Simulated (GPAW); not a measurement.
# diamond-type (Si)₁₋ₓ(Ge)ₓ at x = 0.25: the Si K absorption edge

Aim: the Si K edge in diamond-type (Si)₁₋ₓ(Ge)ₓ at x = 0.25, one member of a composition series.

Main program and level: GPAW 26.7.0; X-ray absorption from dipole matrix elements to empty bands, plane-wave PAW LDA.

## (1) Set-up

The cell holds 16 atoms: 12 Si and 4 Ge. Its edges and angles: a = 7.761 Å, b = 7.761 Å, c = 7.761 Å, α = 60.0°, β = 60.0°, γ = 60.0°. 16-atom diamond-type cell, 4 of 16 Si sites taken by Ge at random, lattice constants typed for the ends and interpolated (Vegard).

## (2) Relaxation

Bond lengths around the absorber set the edge shape, so the atoms are relaxed before any spectrum.

Contents of relax.py:

```python
import numpy as np
from ase import Atoms
from ase.parallel import parprint, paropen
from gpaw import GPAW, PW, FermiDirac, Mixer, MixerDif, setup_paths
from ase.optimize import BFGS

atoms = Atoms('Si4Ge2SiGe2Si7',
    cell=[[0, 5.48775, 5.48775],
     [5.48775, 0, 5.48775],
     [5.48775, 5.48775, 0]],
    scaled_positions=[[0.001059, 0.999946, 0.004193],
     [0.125041, 0.129277, 0.124299],
     [0.000445, 0.001355, 0.500389],
     [0.124881, 0.125033, 0.625731],
     [0.004122, 0.498344, 0.997175],
     [0.12705, 0.626096, 0.126142],
     [0.999345, 0.49794, 0.499705],
     [0.130717, 0.620739, 0.623866],
     [0.498424, 0.000881, 0.999262],
     [0.623628, 0.125702, 0.121431],
     [0.502961, 0.999114, 0.501104],
     [0.623254, 0.124485, 0.623989],
     [0.497047, 0.505332, 0.001511],
     [0.626356, 0.621226, 0.121586],
     [0.499692, 0.503331, 0.499806],
     [0.62478, 0.624175, 0.628058]],
    pbc=True)
atoms.calc = GPAW(legacy_gpaw=True, mode=PW(400, force_complex_dtype=True), xc='LDA', setups={},
    kpts={'size': (3, 3, 3), 'gamma': True}, occupations=FermiDirac(0.08),
    charge=0, mixer=Mixer(0.1, 5, 50), maxiter=150,
    convergence={'density': 0.0001, 'eigenstates': 1e-6}, txt='relax.txt')
steps = []
opt = BFGS(atoms, logfile='-')
opt.attach(lambda: steps.append([atoms.get_potential_energy(), float(np.linalg.norm(atoms.get_forces(), axis=1).max())]))
done = opt.run(fmax=0.05, steps=30)
out = dict(done=bool(done), steps=steps, frac=atoms.get_scaled_positions().tolist())
import json
with paropen('out.json', 'w') as f:
    json.dump(out, f)
```

Run with:

```
> OMP_NUM_THREADS=1 mpirun -n 4 gpaw python relax.py
```

Numbers of over 12 decimals in the logs are rounded to 6 here.

What it wrote:

```text
Input parameters:
  convergence: {density: 0.0001,
                eigenstates: 1e-06}
  kpts: {gamma: True,
         size: (3, 3, 3)}
  maxiter: 150
  mixer: {backend: pulay,
          beta: 0.1,
          method: separate,
          nmaxold: 5,
          weight: 50}
  mode: {ecut: 400.0,
         force_complex_dtype: True,
         name: pw}
  occupations: {fixmagmom: False,
                name: fermi-dirac,
[...]
No difference between direct/indirect transitions

Forces in eV/Ang:
[...]
14 Si    0.00159   -0.00014   -0.03065
 15 Si   -0.00385   -0.01538    0.00844
Step     Time          Energy          fmax
BFGS:    0 03:38:31      -91.500811        0.917962
BFGS:    1 03:38:47      -91.575220        0.673568
BFGS:    2 03:39:02      -91.661416        0.157072
BFGS:    3 03:39:12      -91.663407        0.122700
BFGS:    4 03:39:24      -91.665809        0.034780
[key lines of the parts left out:]
Converged after 8 iterations.
Dipole moment: (-24.787087, -22.598196, -24.179672) |e|*Ang
Free energy:    -91.665809
Fermi level: 5.49945
```

It took 81 s on 4 MPI ranks of Arm Neoverse V2, shared host; peak memory 0.29 GiB.

In 4 steps the energy fell by 164 meV (energies extrapolated to zero smearing) and the largest force to 0.035 eV/Å. Atom 13 (Si; the text counts from 1, the script from 0) is among those that moved most, by 0.05 Å.

## (3) Ground state of the crystal

The ground state comes first: it tells whether the system has a gap, which decides how the excited electron is treated.

Contents of scf.py:

```python
import numpy as np
from ase import Atoms
from ase.parallel import parprint, paropen
from gpaw import GPAW, PW, FermiDirac, Mixer, MixerDif, setup_paths
from gpaw.test import gen
setup_paths.insert(0, '.')
gen('Si', name='nch1s', xcname='LDA', corehole=(1, 0, 0), write_xml=True)
from gpaw.mpi import world
world.barrier()

atoms = Atoms('Si4Ge2SiGe2Si7',
    cell=[[0, 5.48775, 5.48775],
     [5.48775, 0, 5.48775],
     [5.48775, 5.48775, 0]],
    scaled_positions=[[0.998015, 0.0057001, 0.0004011],
     [0.1223785, 0.1234213, 0.129048],
     [0.9987597, 0.0036524, 0.4998673],
     [0.1258761, 0.1236165, 0.6266981],
     [0.99947, 0.4985833, 0.0006697],
     [0.1253926, 0.6278442, 0.1274004],
     [0.9973323, 0.4956902, 0.5037315],
     [0.1284318, 0.6259039, 0.6185431],
     [0.5001378, 0.9993324, 0.9990412],
     [0.6258623, 0.1268474, 0.1252083],
     [0.5009491, 0.0004329, 0.4986791],
     [0.6266707, 0.1271166, 0.6197889],
     [0.5032823, 0.4988391, 0.9996007],
     [0.624514, 0.6216402, 0.1264726],
     [0.5063884, 0.499174, 0.4972088],
     [0.6253755, 0.6251838, 0.6258858]],
    pbc=True)
atoms.calc = calc = GPAW(legacy_gpaw=True, mode=PW(400, force_complex_dtype=True), xc='LDA', setups={0: 'nch1s'},
    kpts={'size': (3, 3, 3), 'gamma': True}, occupations=FermiDirac(0.05),
    charge=0, mixer=Mixer(0.1, 5, 50), maxiter=150,
    convergence={'density': 0.0001, 'eigenstates': 1e-6}, txt='scf.txt')
energy = atoms.get_potential_energy() + calc.get_reference_energy()
ef = calc.get_fermi_level()
out = dict(energy=energy, fermi=ef, forces=atoms.get_forces().tolist())
parprint(f'all-electron energy {energy:.4f} eV, Fermi level {ef:.4f} eV')
ev = np.array([[calc.get_eigenvalues(k, s) for k in range(len(calc.get_ibz_k_points()))] for s in range(calc.get_number_of_spins())])
out['homo'], out['lumo'], out['counts'] = ev[ev < ef].max(), ev[ev > ef].min(), sorted(set((ev < ef).sum((0, 2)).tolist()))
out['filled'] = (ev[:, 0] < ef).sum(1).tolist()
import json
with paropen('out.json', 'w') as f:
    json.dump(out, f)
```

Run with:

```
> OMP_NUM_THREADS=1 mpirun -n 4 gpaw python scf.py
```

What it wrote:

```text
Input parameters:
  convergence: {density: 0.0001,
                eigenstates: 1e-06}
  kpts: {gamma: True,
         size: (3, 3, 3)}
  maxiter: 150
  mixer: {backend: pulay,
          beta: 0.1,
          method: separate,
          nmaxold: 5,
          weight: 50}
  mode: {ecut: 400.0,
         force_complex_dtype: True,
         name: pw}
  occupations: {fixmagmom: False,
                name: fermi-dirac,
                width: 0.05}
  setups: {0: nch1s}

Initialize ...

[... PAW data sets ...]

Reference energy: -322375.829061  # eV

Spin-paired calculation

[... convergence settings ...]
Symmetries present (total): 1
  [... symmetry matrices ...]

27 k-points: 3 x 3 x 3 Monkhorst-Pack grid
14 k-points in the irreducible part of the Brillouin zone
       k-points in crystal coordinates                weights
   0:     0.00000000    0.00000000    0.00000000          1/27
   1:     0.00000000    0.00000000    0.33333333          2/27
   2:     0.00000000    0.33333333   -0.33333333          2/27
   3:     0.00000000    0.33333333    0.00000000          2/27
   4:     0.00000000    0.33333333    0.33333333          2/27
   5:     0.33333333   -0.33333333   -0.33333333          2/27
   6:     0.33333333   -0.33333333    0.00000000          2/27
   7:     0.33333333   -0.33333333    0.33333333          2/27
   8:     0.33333333    0.00000000   -0.33333333          2/27
   9:     0.33333333    0.00000000    0.00000000          2/27
          ...
  13:     0.33333333    0.33333333    0.33333333          2/27

Wave functions: Plane wave expansion
  Cutoff energy: 400.000 eV
  Number of coefficients (min, max): 5960, 6039
  Pulay-stress correction: 0.000000 eV/Ang^3 (de/decut=0.000000)
  Using FFTW library
  Wavefunction extrapolation:
    Improved wavefunction reuse through dual PAW basis

Occupation numbers: Fermi-Dirac:
  width: 0.0500  # eV

Eigensolver
   Davidson(niter=2)

Densities:
  Coarse grid: 36*36*36 grid
  Fine grid: 72*72*72 grid
  Total Charge: 0.000000

Density mixing:
  Method: separate
  Backend: pulay
  Linear mixing parameter: 0.1
  old densities: 5
  Width of damping distribution: 1.1
  Damping of long wavelength oscillations: 50

[... Hamiltonian set-up ...]
Number of atoms: 16
Number of atomic orbitals: 64
Number of bands in calculation: 43
Number of valence electrons: 64
Bands to converge: occupied

... initialized

Initializing position-dependent things.

Density initialized from atomic densities
Creating initial wave functions:
  43 bands from LCAO basis set

                         Si            Ge
                 Ge
                            Si
                  Si            Si
                   Si
          Si         SiSi

            Si            Ge
                 Si
                 Ge

                   Si
           Si

Atomic positions and initial magnetic moments

Positions:
   0 Si     0.033482    5.479058    5.508138    ( 0.0000,  0.0000,  0.0000)
   1 Si     1.385488    1.379766    1.348888    ( 0.0000,  0.0000,  0.0000)
   2 Si     2.763190    8.224090    5.500987    ( 0.0000,  0.0000,  0.0000)
   3 Si     4.117539    4.129939    1.369153    ( 0.0000,  0.0000,  0.0000)
   4 Ge     2.739776    5.488517    8.220942    ( 0.0000,  0.0000,  0.0000)
   5 Ge     4.144594    1.387265    4.133575    ( 0.0000,  0.0000,  0.0000)
   6 Si     5.484576    8.237463    8.193334    ( 0.0000,  0.0000,  0.0000)
[...]
13 Si     4.105456    4.121227    6.838583    ( 0.0000,  0.0000,  0.0000)
  14 Si     5.467900    5.507491    5.518275    ( 0.0000,  0.0000,  0.0000)
  15 Si     6.865557    6.866609    6.862757    ( 0.0000,  0.0000,  0.0000)

Unit cell:
           periodic     x           y           z      points  spacing
  1. axis:    yes    0.000000    5.487750    5.487750    36     0.1760
  2. axis:    yes    5.487750    0.000000    5.487750    36     0.1760
  3. axis:    yes    5.487750    5.487750    0.000000    36     0.1760

  Lengths:   7.760850   7.760850   7.760850
  Angles:   60.000000  60.000000  60.000000

Effective grid spacing dv^(1/3) = 0.1921

iter:   1   -92.881868
iter:   2   -92.684280   -1.90  -0.82
iter:   3   -92.794004   -1.27  -0.85
iter:   4   -91.854116   -2.52  -1.05
iter:   5   -91.779433   -2.52  -1.45
iter:   6   -91.749512   -3.07  -1.51
iter:   7   -91.674349   -3.21  -1.62
iter:   8   -91.675997   -2.82  -2.10
iter:   9   -91.665292c  -4.29  -2.19
iter:  10   -91.662467c  -3.86  -2.48
iter:  11   -91.662361c  -6.02c -3.24
iter:  12   -91.662373c  -5.69  -3.50
iter:  13   -91.662345c  -6.13c -3.43
iter:  14   -91.662345c  -7.41c -3.72
iter:  15   -91.662345c  -8.05c -3.94
iter:  16   -91.662343c  -7.64c -4.08c

Converged after 16 iterations.

Dipole moment: (-24.781042, -22.592876, -24.174004) |e|*Ang

Energy contributions relative to reference atoms: (reference = -322375.829061)

Kinetic:       +147.849199
Potential:     -131.074436
External:        +0.000000
XC:            -108.336238
Entropy (-ST):   -0.001896
Local:           -0.099922
SIC:             +0.000000
--------------------------
Free energy:    -91.663291
Extrapolated:   -91.662343

Showing only first 2 kpts
 Kpt  Band  Eigenvalues  Occupancy
  0    30      5.30741    1.96284
  0    31      5.31716    1.95501
  0    32      5.67578    0.06456
  0    33      5.71978    0.02730

  1    30      4.83469    2.00000
  1    31      4.84071    2.00000
  1    32      6.10207    0.00001
  1    33      6.24364    0.00000

Fermi level: 5.50575

Gap: 0.359 eV
Transition (v -> c):
  (s=0, k=0, n=31, [0.00, 0.00, 0.00]) -> (s=0, k=0, n=32, [0.00, 0.00, 0.00])
No difference between direct/indirect transitions

Forces in eV/Ang:
  0 Si   -0.02438   -0.01546   -0.01402
  1 Si   -0.01890   -0.00831   -0.00020
  2 Si    0.00358   -0.00641    0.01436
  3 Si    0.00006   -0.02706    0.01048
  4 Ge   -0.00584    0.00464   -0.02396
  5 Ge   -0.00695    0.01514    0.00484
  6 Si    0.00115   -0.00323    0.01653
[...]
13 Si    0.01707   -0.01562   -0.00977
 14 Si    0.00224   -0.00260   -0.03014
 15 Si   -0.00822   -0.01476    0.01021
Scalar-relativistic atomic LDA calculation for Si (Silicon, Z=14)
Core hole in 1s state (1s occupation: 2.0)
450 radial gridpoints.
|------------------------------------------------|
|------------------------------------------------|
[... the atom generator's iteration count ...]

Energy contributions:
-------------------------
Kinetic:     +289.200818
XC:           -19.595459
Potential:   -558.407745
-------------------------
Total:       -288.802385

state      eigenvalue         ekin         rmax
-----------------------------------------------
1s^2.0 :   -65.348349    92.179850        0.073
2s^2.0 :    -5.098251    13.047377        0.456
2p^6.0 :    -3.513548    12.237934        0.387
3s^2.0 :    -0.399754     1.628943        1.773
3p^2.0 :    -0.152955     1.030438        2.146
-----------------------------------------------
(units: Bohr and Hartree)

Generating PAW setup
Kinetic energy of the core from tauc = 284.492433
Cutoffs:
rc(s)=2.000
rc(p)=2.000
rc(d)=2.000
rc(vbar)=1.800
rc(comp)=2.000
rc(nct)=2.000

Kinetic energy of the core states: 283.882055
Charge: 0.0
Core electrons: 10.0
Valence electrons: 4.0
Pseudo-core charge: 0.185992
Shape function alpha=2.500
Pseudo-electron charge 4.425116
state    eigenvalue         norm
--------------------------------
3s(2) :    -0.399754     1.114161
*s    :     0.600246
3p(2) :    -0.152955     1.005401
*p    :     0.847045
*d    :     0.000000
--------------------------------

Diagonalizing with gridspacing h=0.050

state   all-electron     PAW
-------------------------------
3s:      -0.399754    -0.399911
3p:      -0.152955    -0.153089
*d:                    0.032715
*f:                    0.069217
-------------------------------
all-electron energy -322467.4914 eV, Fermi level 5.5058 eV
```

Run time: 28 s. Hardware: 4 MPI ranks; peak memory 0.29 GiB; 1.8 min of CPU time.

The mesh shows a gap of 0.36 eV. The excited electron is kept all the same, so that all members of the series, with or without a gap, are treated alike.

## (4) Cell without a hole, the energy reference

The photon energy needs a difference of total energies, so the cell and mesh of the coming hole run are first run without a hole.

scf.py: that of step 3 with these lines changed.

```diff
@@ -32,3 +32,3 @@
 atoms.calc = calc = GPAW(legacy_gpaw=True, mode=PW(400, force_complex_dtype=True), xc='LDA', setups={0: 'nch1s'},
-    kpts={'size': (3, 3, 3), 'gamma': True}, occupations=FermiDirac(0.05),
+    kpts={'size': (3, 3, 3), 'gamma': True}, occupations=FermiDirac(0.02),
     charge=0, mixer=Mixer(0.1, 5, 50), maxiter=150,
```

What it wrote:

```text
Input parameters:
  convergence: {density: 0.0001,
                eigenstates: 1e-06}
  kpts: {gamma: True,
         size: (3, 3, 3)}
  maxiter: 150
  mixer: {backend: pulay,
          beta: 0.1,
          method: separate,
          nmaxold: 5,
          weight: 50}
  mode: {ecut: 400.0,
         force_complex_dtype: True,
         name: pw}
  occupations: {fixmagmom: False,
                name: fermi-dirac,
[...]
3s(2) :    -0.399754     1.114161
*s    :     0.600246
3p(2) :    -0.152955     1.005401
*p    :     0.847045
*d    :     0.000000
--------------------------------

Diagonalizing with gridspacing h=0.050

state   all-electron     PAW
-------------------------------
3s:      -0.399754    -0.399911
3p:      -0.152955    -0.153089
*d:                    0.032715
*f:                    0.069217
-------------------------------
all-electron energy -322467.4920 eV, Fermi level 5.5010 eV
[key lines of the parts left out:]
Converged after 16 iterations.
Dipole moment: (-24.780099, -22.591453, -24.172614) |e|*Ang
Free energy:    -91.662910
Fermi level: 5.50096
```

Run time: 28 s. Hardware: 4 MPI ranks; peak memory 0.29 GiB; 1.8 min of CPU time.

Reference energy: -322467.492 eV with the cores included.

(Continued in part 2 of 3.)

[Banner, clock and machine lines of the logs are left out without a mark of their own.]

[Logs are printed without paths, hosts, clocks, repeated set-up lines and the standing remarks that a program may print on its own settings, such as how far it seeks lower states.]

[Hosts, paths, dates, database ids (printed as entryN), source tags and the programs' standing remarks are cut or masked in the printed files.]

[Lists of maxima count a maximum above −3 eV only where it reaches 4 % of the highest in the window and stands out from its surroundings by 2 % of it (1.5 % where it reaches 55 %); shoulders and weaker maxima are passed over, and of the rest the first, up to two pre-edge ones and the few strongest are named.]
